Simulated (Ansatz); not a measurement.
**How W(100) screens a field**

Aim: image plane and induced charge of W(100).

Method: plane-wave DFT, r2SCAN, Ansatz PAW, in the first sound run; inputs show where later runs differ, in Ansatz 0.2.0.

Report form: inputs, costs, results and the conclusion, without the logs.

**1. Set-up**

The cell holds 9 atoms: 9 W. Its edges and angles: a = 3.160 Å, b = 3.160 Å, c = 30.640 Å, α = 90.0°, β = 90.0°, γ = 90.0°. Vacuum lies along c.

Coordinates:

```cif
data_structure
_symmetry_space_group_name_H-M 'P 1'
_symmetry_Int_Tables_number 1
_cell_length_a 3.1600
_cell_length_b 3.1600
_cell_length_c 30.6400
_cell_angle_alpha 90.000
_cell_angle_beta 90.000
_cell_angle_gamma 90.000
_cell_volume 305.96
loop_
_atom_site_label
_atom_site_type_symbol
_atom_site_fract_x
_atom_site_fract_y
_atom_site_fract_z
_atom_site_occupancy
W1 W 0.00000 0.00000 0.29373 1
W2 W 0.50000 0.50000 0.34530 1
W3 W 0.00000 0.00000 0.39687 1
W4 W 0.50000 0.50000 0.44843 1
W5 W 0.00000 0.00000 0.50000 1
W6 W 0.50000 0.50000 0.55157 1
W7 W 0.00000 0.00000 0.60313 1
W8 W 0.50000 0.50000 0.65470 1
W9 W 0.00000 0.00000 0.70627 1
```

**2. Single point, field 0**

A sawtooth potential applies the field, turning back in the middle of the vacuum. With the dipole correction the typed value is the field outside the slab. The induced dipole is small, so the SCF threshold is tight.

Input file input.yaml:

```yaml
crystal:
  lattice:
    - [3.16, 0.0, 0.0]
    - [0.0, 3.16, 0.0]
    - [0.0, 0.0, 30.64]
  atoms:
    - { symbol: W, position: [0.0, 0.0, 0.2937336815] }
    - { symbol: W, position: [0.5, 0.5, 0.3453002611] }
    - { symbol: W, position: [0.0, 0.0, 0.3968668407] }
    - { symbol: W, position: [0.5, 0.5, 0.4484334204] }
    - { symbol: W, position: [0.0, 0.0, 0.5] }
    - { symbol: W, position: [0.5, 0.5, 0.5515665796] }
    - { symbol: W, position: [0.0, 0.0, 0.6031331593] }
    - { symbol: W, position: [0.5, 0.5, 0.6546997389] }
    - { symbol: W, position: [0.0, 0.0, 0.7062663185] }
kpoints:
  mp_grid: { grid: [16, 16, 1] }
hamiltonian:
  xc: r2scan
scf:
  occupations: { method: fermi_dirac, width: 0.1 }
  convergence: { dr2_threshold: 1.0e-10 }
efield:
  axis: 3
  dipole_correction: true
  ramp_position: 0.97
  ramp_width: 0.06
  amplitude: 0
output:
  forces: true
  write_potential: true
  write_density: true
  volumetric_format: npy
```

On the command line:

```sh
$ ansatz run input.yaml --threads 4 --pin off --max-ram 6144MiB --backend cpu --events-out ev --progress --plain --runs-dir out
```

Run time: 39 s. Hardware: 4 threads of Intel Xeon 6975P-C (Granite Rapids), shared host; peak memory 1.9 GiB.

Read from the output:

```
energy at zero smearing   : -93569.8443 eV
work function, upper face : 4.181 eV
dipole along the normal   : 9.54e-8 e·Å
```

Running mean over 1.58 Å of the planar mean; the ramp of the sawtooth is left out. Table of electron's electrostatic potential energy less the Fermi level by z:

z (Å), electron's electrostatic potential energy less the Fermi level (eV) and a bar from the least value:
```
        4        4.2 ##############################
        5        4.2 ##############################
        6        4.1 ##############################
        7        3.4 #############################
        8       -2.5 ##################
        9      -11.1 ###
       10      -12.1 #
       11      -12.5 
       12      -12.5 
       13      -12.4 
       14      -12.4 
       15      -12.5 
       16      -12.5 
       17      -12.4 
       18      -12.5 
       19      -12.5 
       20      -12.3 
       21      -12.0 #
       22       -9.1 ######
       23        0.8 ########################
       24        3.8 #############################
       25        4.1 ##############################
       26        4.2 ##############################
       27        4.2 ##############################
```

Force by atom:

```tsv
atom	x (eV/Å)	y (eV/Å)	z (eV/Å)	size
W1	0.00	0.00	1.74	1.74
W2	0.00	0.00	-1.80	1.80
W3	0.00	0.00	-0.06	0.06
W4	0.00	0.00	0.03	0.03
W5	0.00	0.00	0.00	0.00
W6	0.00	0.00	-0.03	0.03
W7	0.00	0.00	0.06	0.06
W8	0.00	0.00	1.80	1.80
W9	0.00	0.00	-1.74	1.74
```

The work function of the upper face is 4.18 eV.

**3. Single point, field 0.05 V/Å**

Changes to input.yaml since step 2:

```diff
@@ -27,3 +27,3 @@
   ramp_width: 0.06
-  amplitude: 0
+  amplitude: 0.05
 output:
```

Elapsed: 39 s, on 4 threads; peak memory 1.9 GiB; 2.5 min of CPU time.

The dipole is 0.0469 e·Å.

**4. Atoms held, field -0.05 V/Å**

Changes to input.yaml since step 3:

```diff
@@ -27,3 +27,3 @@
   ramp_width: 0.06
-  amplitude: 0.05
+  amplitude: -0.05
 output:
```

Elapsed: 39 s, on 4 threads; peak memory 1.9 GiB.

The dipole is -0.0469 e·Å.

**5. Atoms held, field 0.1 V/Å**

Changes to input.yaml since step 4:

```diff
@@ -27,3 +27,3 @@
   ramp_width: 0.06
-  amplitude: -0.05
+  amplitude: 0.1
 output:
```

It took 38 s on 4 threads; peak memory 1.8 GiB.

The dipole is 0.0937 e·Å.

**6. Atoms held, field -0.1 V/Å**

Changes to input.yaml since step 5:

```diff
@@ -27,3 +27,3 @@
   ramp_width: 0.06
-  amplitude: 0.1
+  amplitude: -0.1
 output:
```

Elapsed: 42 s, on 4 threads; peak memory 1.8 GiB; 2.6 min of CPU time.

The dipole is -0.0937 e·Å.

**7. Single point, field 0.2 V/Å**

Changes to input.yaml since step 6:

```diff
@@ -27,3 +27,3 @@
   ramp_width: 0.06
-  amplitude: -0.1
+  amplitude: 0.2
 output:
```

Wall time 50 s (4 threads); peak memory 1.8 GiB; 3.2 min of CPU time.

The dipole is 0.187 e·Å.

**8. Single point, field -0.2 V/Å**

Changes to input.yaml since step 7:

```diff
@@ -27,3 +27,3 @@
   ramp_width: 0.06
-  amplitude: 0.2
+  amplitude: -0.2
 output:
```

Wall time 53 s (4 threads); peak memory 1.9 GiB; 3.4 min of CPU time.

The dipole is -0.187 e·Å.

**9. Single point, field 0.4 V/Å**

Changes to input.yaml since step 8:

```diff
@@ -27,3 +27,3 @@
   ramp_width: 0.06
-  amplitude: -0.2
+  amplitude: 0.4
 output:
@@ -33 +33,2 @@
   volumetric_format: npy
+  elf: true
```

Wall time 57 s (4 threads); peak memory 1.9 GiB; 3.6 min of CPU time.

Running mean over 1.58 Å of the planar mean, with the applied field; the ramp of the sawtooth is left out. Electron's electrostatic potential energy less the Fermi level against z:

z (Å), electron's electrostatic potential energy less the Fermi level (eV) and a bar from the least value:
```
      3.5        2.9 #########################
      4.0        3.1 ##########################
      4.5        3.3 ##########################
      5.0        3.5 ##########################
      5.5        3.6 ###########################
      6.0        3.7 ###########################
      6.5        3.7 ###########################
      7.0        3.3 ##########################
      7.5        1.7 #######################
      8.0       -2.5 ################
      8.5       -7.8 ########
      9.0      -11.1 ##
      9.5      -11.9 #
     10.0      -12.1 #
     10.5      -12.3 
     11.0      -12.5 
     11.5      -12.5 
     12.0      -12.5 
     12.5      -12.5 
     13.0      -12.4 
     13.5      -12.4 
     14.0      -12.4 
     14.5      -12.5 
     15.0      -12.5 
     15.5      -12.5 
     16.0      -12.5 
     16.5      -12.4 
     17.0      -12.4 
     17.5      -12.4 
     18.0      -12.5 
     18.5      -12.5 
     19.0      -12.5 
     19.5      -12.5 
     20.0      -12.3 
     20.5      -12.2 #
     21.0      -12.0 #
     21.5      -11.5 ##
     22.0       -9.1 ######
     22.5       -4.1 ##############
     23.0        0.8 ######################
     23.5        3.1 ##########################
     24.0        4.0 ###########################
     24.5        4.4 ############################
     25.0        4.7 ############################
     25.5        4.9 #############################
     26.0        5.1 #############################
     26.5        5.3 #############################
     27.0        5.5 ##############################
     27.5        5.7 ##############################
```

The dipole is 0.375 e·Å.

**10. The response**

This step: plane-wave DFT, r2SCAN, Ansatz PAW; screening of a field by a metal slab (Ansatz 0.2.0).

The dipoles give the slope, and the difference of two potentials shows where the field is screened.

This step gave:

| Item | Value |
| --- | --- |
| equivalent conductor thickness p/(ε₀AE) | 16.98 Å |
| distance between the outer atoms | 12.64 Å |
| inner field over outer field | -7.42e-4 |
| image plane, upper face | 2.150 Å |
| induced electrons on the upper face over ε₀E | -1.002 |
| image plane, lower face | 2.150 Å |
| induced electrons on the lower face over ε₀E | 1.002 |

Dipole of the cell against applied field:

```tsv
applied field (V/Å)	dipole of the cell (e·Å)
-0.200	-0.187
-0.100	-0.0937
-0.050	-0.0469
0.000	0
0.050	0.0469
0.100	0.0937
0.200	0.187
0.400	0.375
```

Local field over the applied field, running mean. From the potentials at -0.05 and 0.05 V/Å; running mean over 1.58 Å. Local field over applied field against z:

```tsv
z (Å)	local field over applied field
4.5	0.989
5.0	0.974
5.5	0.940
6.0	0.868
6.5	0.731
7.0	0.509
7.5	0.233
8.0	0.0225
8.5	-0.0621
9.0	-0.0432
9.5	-0.00442
10.0	0.00509
10.5	0.00690
11.0	0.00464
11.5	1.5e-4
12.0	-0.00298
12.5	-0.00294
13.0	-0.00144
13.5	1.1e-4
14.0	7.5e-4
14.5	-1.9e-4
15.0	-8.8e-4
15.5	-0.00101
16.0	-4.2e-4
16.5	5.5e-4
17.0	4.8e-4
17.5	-0.00101
18.0	-0.00253
18.5	-0.00329
19.0	-1.0e-3
19.5	0.00345
20.0	0.00658
20.5	0.00636
21.0	-4.4e-4
21.5	-0.0293
22.0	-0.0653
22.5	-0.0131
23.0	0.161
23.5	0.434
24.0	0.678
24.5	0.837
25.0	0.924
25.5	0.967
26.0	0.986
```

Electrons, planar mean, per unit field. Table of induced electron density by z:

```tsv
z (Å)	induced electron density (e/Å³ per V/Å)
4.5	7.8e-5
5.0	1.9e-4
5.5	4.4e-4
6.0	9.3e-4
6.5	0.00183
7.0	0.00307
7.5	0.00397
8.0	0.00250
8.5	-0.00182
9.0	4.6e-6
9.5	-1.4e-4
10.0	-1.0e-4
10.5	1.4e-5
11.0	9.4e-5
11.5	5.2e-5
12.0	1.2e-5
12.5	-4.5e-6
13.0	-5.8e-5
13.5	1.3e-5
14.0	-6.1e-6
14.5	1.6e-5
15.0	1.3e-5
15.5	0
16.0	-2.8e-5
16.5	1.2e-5
17.0	-3.0e-5
17.5	5.7e-5
18.0	2.5e-5
18.5	-2.9e-5
19.0	-2.8e-5
19.5	-8.0e-5
20.0	-5.4e-5
20.5	1.1e-4
21.0	4.4e-6
21.5	7.5e-5
22.0	0.00179
22.5	-0.00132
23.0	-0.00392
23.5	-0.00341
24.0	-0.00215
24.5	-0.00114
25.0	-5.5e-4
25.5	-2.4e-4
26.0	-1.0e-4
```

By hand: between -0.05 and 0.05 V/Å the dipole changes by 0.09370 e·Å, a slope of 0.9370 e·Å²/V. A perfect conductor of thickness t has p = ε₀AEt, so t = 180.95 × 0.9370 / 9.986 = 16.98 Å (e/ε₀ = 180.95 V·Å, A in Å²). Less the 12.64 Å between the outer atoms, and halved, that puts each image plane 2.17 Å out.

The induced dipole is that of a conductor 16.98 Å thick.

**11. Varying the input: efield.amplitude = -0.1**

This step: plane-wave DFT, r2SCAN, Ansatz PAW (Ansatz 0.2.0).

A run with a changed input: it repeats the earlier run at 0.05 V/Å with efield.amplitude from 0.05 to -0.1.

Changes to input.yaml since step 9:

```diff
@@ -27,3 +27,3 @@
   ramp_width: 0.06
-  amplitude: 0.4
+  amplitude: -0.1
 output:
@@ -33,2 +33 @@
   volumetric_format: npy
-  elf: true
```

Elapsed: 42 s, on 4 threads; peak memory 1.9 GiB.

Numbers from this step:

```yaml
energy_at_zero_smearing: -93569.8490 eV
dipole_along_the_normal: -0.09370 e·Å
```

Force by atom:

```tsv
atom	x (eV/Å)	y (eV/Å)	z (eV/Å)	size
W1	0.00	0.00	1.74	1.74
W2	0.00	0.00	-1.80	1.80
W3	0.00	0.00	-0.06	0.06
W4	0.00	0.00	0.03	0.03
W5	0.00	0.00	0.00	0.00
W6	0.00	0.00	-0.03	0.03
W7	0.00	0.00	0.06	0.06
W8	0.00	0.00	1.79	1.79
W9	0.00	0.00	-1.73	1.73
```

```tsv
quantity	this run	earlier run	difference
dipole along the normal (e·Å)	-0.09370	0.04685	-0.14
```

The applied field differs, and the slope found earlier predicts a dipole of -0.0937 e·Å; this run gives -0.0937 e·Å, in line with it.

**12. Varying the input: hamiltonian.dispersion = "d3bj"**

This step: plane-wave DFT, r2SCAN, Ansatz PAW, but for the change named below (Ansatz 0.2.0).

Another changed input: it repeats the earlier run at 0.05 V/Å with hamiltonian.dispersion to d3bj.

Changes to input.yaml since step 11:

```diff
@@ -19,2 +19,3 @@
   xc: r2scan
+  dispersion: d3bj
 scf:
@@ -27,3 +28,3 @@
   ramp_width: 0.06
-  amplitude: -0.1
+  amplitude: 0.05
 output:
```

Elapsed: 38 s, on 4 threads; peak memory 1.8 GiB; 2.4 min of CPU time.

Read from the output:

| Item | Value |
| --- | --- |
| energy at zero smearing | -93572.1193 eV |
| dipole along the normal | 0.04685 e·Å |

Force by atom:

```tsv
atom	x (eV/Å)	y (eV/Å)	z (eV/Å)	size
W1	0.00	0.00	1.80	1.80
W2	0.00	0.00	-1.74	1.74
W3	0.00	0.00	-0.02	0.02
W4	0.00	0.00	0.05	0.05
W5	0.00	0.00	0.00	0.00
W6	0.00	0.00	-0.05	0.05
W7	0.00	0.00	0.02	0.02
W8	0.00	0.00	1.74	1.74
W9	0.00	0.00	-1.80	1.80
```

```tsv
quantity	this run	earlier run	difference
dipole along the normal (e·Å)	0.04685	0.04685	0
```

The dipole moves by under 0.5 % or 5e-5 e·Å.

**13. Summary of results**

| Quantity | Value |
| --- | --- |
| work function | 4.18 eV |
| image plane, upper face | 2.15 Å |
| induced electrons on the upper face over ε₀E | -1.00 |
| equivalent conductor thickness p/(ε₀AE) | 17.0 Å |
| inner field over outer field | -7.4e-4 |

The induced charge has its centre 2.15 Å outside the outermost atoms; this is the plane from which a capacitor's gap or an image potential counts. The equivalent conductor thickness exceeds the distance between the outer atoms by 4.34 Å, about the sum of the two image-plane distances. In the middle of the slab the field is screened to under 0.5 % of its outer value. The atoms are held at bulk positions with the tabulated experimental lattice constant.

[Long decimals in the printed logs are rounded to 6 places.]

[Logs are printed without paths, hosts, clocks, repeated set-up lines and the standing remarks that a program may print on its own settings, such as how far it seeks lower states.]

[Hosts, paths, dates, database ids (printed as entryN), source tags and the programs' standing remarks are cut or masked in the printed files.]

[Maps of the electrostatic potential energy from Ansatz leave out the sawtooth potential of an applied field or a dipole correction, so their vacuum need not be flat; planar profiles and work functions include it.]
